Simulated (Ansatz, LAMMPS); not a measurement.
# Structural relaxation of ionic liquid EMIM+ BF4-, from a frame at 400 K (144 atoms), part 2 of 3

How does ionic liquid EMIM+ BF4-, from a frame at 400 K (144 atoms) relax, and what do bonds, charges and levels look like afterwards?

Ansatz 0.2.0; Kohn-Sham DFT, PBE+D3(BJ), PAW (set soft_2), plane waves.

The cell: 36 C, 12 N, 66 H, 6 B and 24 F. The network of contacts between molecules at the start is that of the classical potential that made the cell. The density was typed from a rule of thumb and may lie off the real one at this temperature. Sampling is at Γ alone, for a cell whose shortest periodic width is 12 Å.

So far. Step 3 (Single point at the start): The r.m.s. force component of 1.1 eV/Å and the pressure of 1.7 GPa set the starting point.

### Step 4. Relaxation

With the cell held, the atoms are moved downhill towards a nearby minimum.

input.yaml reads:

```yaml
crystal:
  lattice:
    - [11.5837, 0.0, 0.0]
    - [0.0, 11.5837, 0.0]
    - [0.0, 0.0, 11.5837]
  atoms:
    [... the 144 atom lines of step 3 ...]
kpoints:
  mp_grid: { grid: [1, 1, 1] }
hamiltonian:
  xc: pbe
  dispersion: d3bj
scf:
  occupations: { method: fixed }
output:
  forces: true
relax:
  f_tol: 0.05
  max_steps: 200
```

On the command line:

```sh
$ ansatz run input.yaml --threads 4 --pin off --max-ram 8192MiB --backend cpu --events-out ev --progress --plain --runs-dir out
```

Numbers of over 12 decimals in the logs are rounded to 6 here.

The log of the run:

```text
[...]
Crystal: 144 atoms, lattice volume = 1554.325 Å³
Basis set: ecut = 420 eV, 30551 PW (Γ), exchange–correlation on 160×160×160 points (8 copies of the dense FFT grid, shifted against one another)
Bands: 372, of which v1, the nominal top of the filled ones, is band 228 counted from 1 (227 counted from 0)
Symmetry: 1 space group operations
[...]
k-points: 1
[...]
SCF iter   1: F=—  HF=-35061.281193 eV  |F-HF|=—  |Δ(HF+E_count)|=         —  Δρ=6.16e-3  dr2=7.03e-1  ethr=1.77e-3  ⟨swp⟩=5.0  Hψ=1168  notcnv=0  defer=138
[...]
SCF iter   3: F=—  HF=-35061.123980 eV  |F-HF|=—  |Δ(HF+E_count)|=   1.54e-2  Δρ=1.31e-3  dr2=3.53e-2  ethr=3.04e-5  ⟨swp⟩=2.0  Hψ=441  notcnv=0  defer=66
automatic band count: iteration 3 solves 296 bands in place of 372: the levels show a gap, and the empty bands left out lie too high to hold charge; the band table lists the bands solved (type scf.n_extra_bands for more)
SCF iter   4: F=—  HF=-35061.120164 eV  |F-HF|=—  |Δ(HF+E_count)|=   3.82e-3  Δρ=4.05e-4  dr2=3.17e-3  ethr=7.75e-6  ⟨swp⟩=3.0  Hψ=507  notcnv=0  defer=66
[...]
SCF iter   7: F=-35061.120088 eV  HF=-35061.120090 eV  |F-HF|=2.08e-6  |Δ(HF+E_count)|=   3.47e-7  Δρ=2.31e-5  dr2=9.38e-6  ethr=1.37e-8  ⟨swp⟩=4.0  Hψ=935  notcnv=0
SCF 1 converged in 7 iterations: F = -35061.120088 eV  dr2 = 9.38e-6
[...]
relax step   1: F+E_penalty+E_count = -35061.12008805 eV  Δ(F+E_penalty+E_count) = +0.000e0 eV  max|allowed force component| = 4.150e0 eV/Å  Δτ_max = 0.0000 Å  (7 SCF iters, dr2 threshold 6.25e-5 eV, accepted)
[... from here on, the SCF cycles and remarks between the steps are left out ...]
relax step   2: F+E_penalty+E_count = -35068.43843708 eV  Δ(F+E_penalty+E_count) = -7.318e0 eV  max|allowed force component| = 2.062e0 eV/Å  Δτ_max = 0.1905 Å  (6 SCF iters, dr2 threshold 1.00e-4 eV, accepted)
relax step   3: F+E_penalty+E_count = -35069.91625984 eV  Δ(F+E_penalty+E_count) = -1.478e0 eV  max|allowed force component| = 7.550e-1 eV/Å  Δτ_max = 0.1935 Å  (6 SCF iters, dr2 threshold 1.00e-4 eV, accepted)
relax step   4: F+E_penalty+E_count = -35070.27999751 eV  Δ(F+E_penalty+E_count) = -3.637e-1 eV  max|allowed force component| = 3.760e-1 eV/Å  Δτ_max = 0.1930 Å  (6 SCF iters, dr2 threshold 7.64e-5 eV, accepted)
relax step   5: F+E_penalty+E_count = -35070.50833793 eV  Δ(F+E_penalty+E_count) = -2.283e-1 eV  max|allowed force component| = 4.920e-1 eV/Å  Δτ_max = 0.1914 Å  (7 SCF iters, dr2 threshold 1.90e-5 eV, accepted)
relax step   6: F+E_penalty+E_count = -35070.64542988 eV  Δ(F+E_penalty+E_count) = -1.371e-1 eV  max|allowed force component| = 5.109e-1 eV/Å  Δτ_max = 0.1902 Å  (6 SCF iters, dr2 threshold 6.01e-5 eV, accepted)
relax step   7: F+E_penalty+E_count = -35070.76148571 eV  Δ(F+E_penalty+E_count) = -1.161e-1 eV  max|allowed force component| = 4.731e-1 eV/Å  Δτ_max = 0.1945 Å  (6 SCF iters, dr2 threshold 1.00e-4 eV, accepted)
relax step   8: F+E_penalty+E_count = -35070.84275455 eV  Δ(F+E_penalty+E_count) = -8.127e-2 eV  max|allowed force component| = 3.593e-1 eV/Å  Δτ_max = 0.1945 Å  (6 SCF iters, dr2 threshold 1.00e-4 eV, accepted)
relax step   9: F+E_penalty+E_count = -35070.88872876 eV  Δ(F+E_penalty+E_count) = -4.597e-2 eV  max|allowed force component| = 4.164e-1 eV/Å  Δτ_max = 0.1949 Å  (6 SCF iters, dr2 threshold 7.45e-5 eV, accepted)
relax step  10: F+E_penalty+E_count = -35070.93491732 eV  Δ(F+E_penalty+E_count) = -4.619e-2 eV  max|allowed force component| = 3.561e-1 eV/Å  Δτ_max = 0.1309 Å  (5 SCF iters, dr2 threshold 1.00e-4 eV, accepted)
relax step  11: F+E_penalty+E_count = -35070.97639659 eV  Δ(F+E_penalty+E_count) = -4.148e-2 eV  max|allowed force component| = 1.789e-1 eV/Å  Δτ_max = 0.1248 Å  (5 SCF iters, dr2 threshold 9.28e-5 eV, accepted)
relax step  12: F+E_penalty+E_count = -35071.00607992 eV  Δ(F+E_penalty+E_count) = -2.968e-2 eV  max|allowed force component| = 3.028e-1 eV/Å  Δτ_max = 0.1950 Å  (7 SCF iters, dr2 threshold 8.07e-6 eV, accepted)
relax step  13: F+E_penalty+E_count = -35071.02480254 eV  Δ(F+E_penalty+E_count) = -1.872e-2 eV  max|allowed force component| = 3.888e-1 eV/Å  Δτ_max = 0.1705 Å  (6 SCF iters, dr2 threshold 2.31e-5 eV, accepted)
relax step  14: F+E_penalty+E_count = -35071.04840776 eV  Δ(F+E_penalty+E_count) = -2.361e-2 eV  max|allowed force component| = 2.704e-1 eV/Å  Δτ_max = 0.0975 Å  (5 SCF iters, dr2 threshold 1.00e-4 eV, accepted)
relax step  15: F+E_penalty+E_count = -35071.07462631 eV  Δ(F+E_penalty+E_count) = -2.622e-2 eV  max|allowed force component| = 1.931e-1 eV/Å  Δτ_max = 0.1496 Å  (6 SCF iters, dr2 threshold 3.54e-5 eV, accepted)
relax step  16: F+E_penalty+E_count = -35071.08861442 eV  Δ(F+E_penalty+E_count) = -1.399e-2 eV  max|allowed force component| = 2.852e-1 eV/Å  Δτ_max = 0.1950 Å  (6 SCF iters, dr2 threshold 1.80e-5 eV, accepted)
relax step  17: F+E_penalty+E_count = -35071.10088171 eV  Δ(F+E_penalty+E_count) = -1.227e-2 eV  max|allowed force component| = 1.753e-1 eV/Å  Δτ_max = 0.0678 Å  (5 SCF iters, dr2 threshold 4.15e-5 eV, accepted)
relax step  18: F+E_penalty+E_count = -35071.11318070 eV  Δ(F+E_penalty+E_count) = -1.230e-2 eV  max|allowed force component| = 9.490e-2 eV/Å  Δτ_max = 0.0747 Å  (6 SCF iters, dr2 threshold 1.16e-5 eV, accepted)
relax step  19: F+E_penalty+E_count = -35071.12239430 eV  Δ(F+E_penalty+E_count) = -9.214e-3 eV  max|allowed force component| = 1.774e-1 eV/Å  Δτ_max = 0.1239 Å  (7 SCF iters, dr2 threshold 2.64e-6 eV, accepted)
relax step  20: F+E_penalty+E_count = -35071.12819052 eV  Δ(F+E_penalty+E_count) = -5.796e-3 eV  max|allowed force component| = 1.796e-1 eV/Å  Δτ_max = 0.0873 Å  (6 SCF iters, dr2 threshold 9.22e-6 eV, accepted)
relax step  21: F+E_penalty+E_count = -35071.13543034 eV  Δ(F+E_penalty+E_count) = -7.240e-3 eV  max|allowed force component| = 1.308e-1 eV/Å  Δτ_max = 0.1157 Å  (5 SCF iters, dr2 threshold 3.22e-5 eV, accepted)
relax step  22: F+E_penalty+E_count = -35071.14359663 eV  Δ(F+E_penalty+E_count) = -8.166e-3 eV  max|allowed force component| = 1.902e-1 eV/Å  Δτ_max = 0.1783 Å  (7 SCF iters, dr2 threshold 9.07e-6 eV, accepted)
relax step  23: F+E_penalty+E_count = -35071.14634788 eV  Δ(F+E_penalty+E_count) = -2.751e-3 eV  max|allowed force component| = 3.487e-1 eV/Å  Δτ_max = 0.1834 Å  (6 SCF iters, dr2 threshold 1.92e-5 eV, accepted)
relax step  24: F+E_penalty+E_count = -35071.15272907 eV  Δ(F+E_penalty+E_count) = -6.381e-3 eV  max|allowed force component| = 1.903e-1 eV/Å  Δτ_max = 0.0368 Å  (5 SCF iters, dr2 threshold 1.00e-4 eV, accepted)
relax step  25: F+E_penalty+E_count = -35070.33632592 eV  Δ(F+E_penalty+E_count) = +8.164e-1 eV  max|allowed force component| = 2.678e0 eV/Å  Δτ_max = 0.2000 Å  (7 SCF iters, dr2 threshold 1.08e-5 eV, rejected (line search))
relax step  26: F+E_penalty+E_count = -35071.15926802 eV  Δ(F+E_penalty+E_count) = -6.539e-3 eV  max|allowed force component| = 5.236e-2 eV/Å  Δτ_max = 0.1000 Å  (10 SCF iters, accepted)
relax step  27: F+E_penalty+E_count = -35071.16711521 eV  Δ(F+E_penalty+E_count) = -7.847e-3 eV  max|allowed force component| = 7.295e-2 eV/Å  Δτ_max = 0.0656 Å  (9 SCF iters, accepted)
relax step  28: F+E_penalty+E_count = -35071.17230683 eV  Δ(F+E_penalty+E_count) = -5.192e-3 eV  max|allowed force component| = 1.037e-1 eV/Å  Δτ_max = 0.0776 Å  (9 SCF iters, accepted)
relax step  29: F+E_penalty+E_count = -35071.17626543 eV  Δ(F+E_penalty+E_count) = -3.959e-3 eV  max|allowed force component| = 9.378e-2 eV/Å  Δτ_max = 0.0375 Å  (5 SCF iters, dr2 threshold 1.07e-5 eV, accepted)
relax step  30: F+E_penalty+E_count = -35071.18269800 eV  Δ(F+E_penalty+E_count) = -6.433e-3 eV  max|allowed force component| = 7.910e-2 eV/Å  Δτ_max = 0.1009 Å  (7 SCF iters, dr2 threshold 7.20e-6 eV, accepted)
relax step  31: F+E_penalty+E_count = -35071.18539904 eV  Δ(F+E_penalty+E_count) = -2.701e-3 eV  max|allowed force component| = 9.014e-2 eV/Å  Δτ_max = 0.0503 Å  (6 SCF iters, dr2 threshold 4.45e-6 eV, accepted)
relax step  32: F+E_penalty+E_count = -35071.18791325 eV  Δ(F+E_penalty+E_count) = -2.514e-3 eV  max|allowed force component| = 8.769e-2 eV/Å  Δτ_max = 0.0379 Å  (6 SCF iters, dr2 threshold 5.78e-6 eV, accepted)
relax step  33: F+E_penalty+E_count = -35071.19054280 eV  Δ(F+E_penalty+E_count) = -2.630e-3 eV  max|allowed force component| = 9.578e-2 eV/Å  Δτ_max = 0.0759 Å  (6 SCF iters, dr2 threshold 7.28e-6 eV, accepted)
relax step  34: F+E_penalty+E_count = -35071.19216824 eV  Δ(F+E_penalty+E_count) = -1.625e-3 eV  max|allowed force component| = 8.214e-2 eV/Å  Δτ_max = 0.0575 Å  (6 SCF iters, dr2 threshold 8.68e-6 eV, accepted)
relax step  35: F+E_penalty+E_count = -35071.19388292 eV  Δ(F+E_penalty+E_count) = -1.715e-3 eV  max|allowed force component| = 6.521e-2 eV/Å  Δτ_max = 0.0591 Å  (6 SCF iters, dr2 threshold 4.96e-6 eV, accepted)
relax step  36: F+E_penalty+E_count = -35071.19550982 eV  Δ(F+E_penalty+E_count) = -1.627e-3 eV  max|allowed force component| = 7.673e-2 eV/Å  Δτ_max = 0.0932 Å  (7 SCF iters, dr2 threshold 2.68e-6 eV, accepted)
relax step  37: F+E_penalty+E_count = -35071.19652603 eV  Δ(F+E_penalty+E_count) = -1.016e-3 eV  max|allowed force component| = 4.458e-2 eV/Å  Δτ_max = 0.0388 Å  (6 SCF iters, dr2 threshold 3.71e-6 eV, accepted)
relax step  38: F+E_penalty+E_count = -35071.19652631 eV  Δ(F+E_penalty+E_count) = -2.816e-7 eV  max|allowed force component| = 4.455e-2 eV/Å  Δτ_max = 0.0000 Å  (3 SCF iters, accepted)
SCF converged after 3 iterations
Free energy (F): -35071.196526 eV
[...]
Internal energy: -35071.196526 eV  (E = F + TS)
E sigma→0 (E₀):  -35071.196526 eV
Fermi energy:    -1.100595 eV
[...]
--- Forces (eV/Å), atoms counted from 1 ---
  atom   1  C      0.01387620    -0.01086470    -0.00879003
  atom   2  C     -0.01255057     0.00937263     0.00957074
  atom   3  N     -0.00156218     0.00340514     0.00667652
  atom   4  C      0.00250427    -0.00248031     0.00446608
  atom   5  C      0.00151234    -0.00011847     0.00303162
  atom   6  N     -0.00390357    -0.00170168     0.00110630
  atom   7  C     -0.00162795     0.00514235     0.00105621
  atom   8  C      0.00148960    -0.00371676    -0.01159928
  atom   9  H     -0.00043144     0.00045351    -0.00272587
  atom  10  H     -0.00323518    -0.00173648     0.00182627
  atom  11  H      0.00040195     0.00011848     0.00505413
  atom  12  H      0.00050776     0.00181579    -0.00888046
  atom  13  H     -0.00143407    -0.00241830     0.00297710
  atom  14  H     -0.00001519    -0.00166588     0.00029294
[...]
atom 143  F     -0.00594470     0.00674279     0.01614070
  atom 144  F      0.00352197     0.01071114    -0.00790514
  max |Σ_I F_I| component: 8.78e-5 eV/Å
--- Relaxed structure (38 steps of the walk, 37 accepted, 0 SCFs on fresh bases) ---
  F+E_penalty+E_count = -35071.19652631 eV   max|allowed force component| = 4.455e-2 eV/Å
  atoms:
    - { symbol: C, position: [0.813384, 0.791180, 0.402977] }
    - { symbol: C, position: [0.876216, 0.676713, 0.389842] }
    - { symbol: N, position: [0.809974, 0.581701, 0.441796] }
    - { symbol: C, position: [0.734555, 0.509147, 0.384224] }
[...]
- { symbol: F, position: [-0.089148, 0.688846, 0.768839] }
```

Wall time 5.7 min (4 threads of Arm Neoverse V1, shared host); peak memory 1.7 GiB.

Relaxation path (22 of 38):

```
step  energy less that of the first step (eV)  largest force component (eV/Å)
   1                                   0.0000                          4.1498
   3                                  -8.7962                          0.7550
   5                                  -9.3882                          0.4920
   6                                  -9.5253                          0.5109
   8                                  -9.7227                          0.3593
  10                                  -9.8148                          0.3562
  12                                  -9.8860                          0.3028
  13                                  -9.9047                          0.3888
  15                                  -9.9545                          0.1931
  17                                  -9.9808                          0.1753
  19                                 -10.0023                          0.1774
  20                                 -10.0081                          0.1796
  22                                 -10.0235                          0.1902
  24                                 -10.0326                          0.1903
  26                                 -10.0392                          0.0524
  27                                 -10.0470                          0.0729
  29                                 -10.0562                          0.0938
  31                                 -10.0653                          0.0901
  33                                 -10.0705                          0.0958
  34                                 -10.0721                          0.0821
  36                                 -10.0754                          0.0767
  38                                 -10.0764                          0.0446
```

Relaxation step 25 was tried and not accepted.

The atoms that moved most (Å):

```
atom      dx      dy      dz  length
F141   0.826   2.169  -0.193   2.329
H111   0.926  -1.368  -0.932   1.897
 H55  -1.033  -1.003  -1.098   1.811
 H93   1.076   0.943   1.100   1.804
 H92   1.009   0.957   0.948   1.683
F122   0.248  -1.212  -0.991   1.585
 H94   0.150   1.053   1.114   1.541
F123   0.803  -1.109   0.667   1.523
```

The relaxation changed the energy by -70.0 meV/atom, and atoms moved by 0.83 Å r.m.s., 2.3 Å at most.

### Step 5. Structure statistics after relaxation

Density 1.27 g/cm³, 10.79 Å³ an atom.

g(r), total and by pair (bins of 0.2 Å):

```
r (Å)  total   H-H    H-C   H-F   H-N   H-B   C-C
 1.00   3.40  0.00  14.85  0.00  0.00  0.00  0.00
 1.20   0.00  0.00   0.00  0.00  0.00  0.00  0.00
 1.40   2.01  0.00   0.00  0.00  0.00  0.00  3.03
 1.60   0.15  0.00   0.00  0.00  0.00  0.00  2.46
 1.80   0.79  3.77   0.00  0.00  0.00  0.00  0.00
 2.00   0.42  0.00   0.00  0.28  4.89  0.00  0.00
 2.20   1.43  0.23   2.29  0.96  4.48  0.00  2.31
 2.40   0.89  0.76   0.00  1.19  0.00  0.00  1.72
 2.60   0.84  1.77   0.57  1.27  0.11  0.23  1.94
 2.80   0.89  1.05   1.34  1.56  1.31  0.58  0.00
 3.00   0.66  1.12   0.80  0.75  0.18  1.90  0.10
 3.20   1.10  0.75   1.58  0.99  1.17  2.29  0.48
 3.40   0.89  0.79   1.06  0.88  0.67  1.48  0.24
 3.60   0.92  1.00   0.78  0.87  0.48  1.44  1.45
 3.80   1.02  1.12   0.84  1.44  0.69  1.64  1.05
 4.00   1.01  0.70   0.91  1.29  1.23  0.97  0.95
 4.20   1.04  0.95   1.03  0.99  1.51  1.07  0.71
 4.40   1.00  0.87   1.02  1.27  0.61  1.19  0.94
 4.60   1.09  1.03   0.94  1.48  1.03  0.74  0.90
 4.80   0.97  0.93   0.81  1.08  1.05  1.16  0.62
 5.00   1.04  1.06   0.90  0.95  0.72  1.69  1.31
 5.20   1.04  0.92   1.07  1.07  1.12  1.27  0.71
 5.40   1.07  0.97   1.06  0.98  1.13  0.96  1.15
 5.60   0.99  0.79   1.08  1.05  0.95  1.01  0.70
```

(Part 2 of 3 ends here.)

[Logs are printed without paths, hosts, clocks, repeated set-up lines and the standing remarks that a program may print on its own settings, such as how far it seeks lower states.]

[Hosts, paths, dates, database ids (printed as entryN), source tags and the programs' standing remarks are cut or masked in the printed files.]
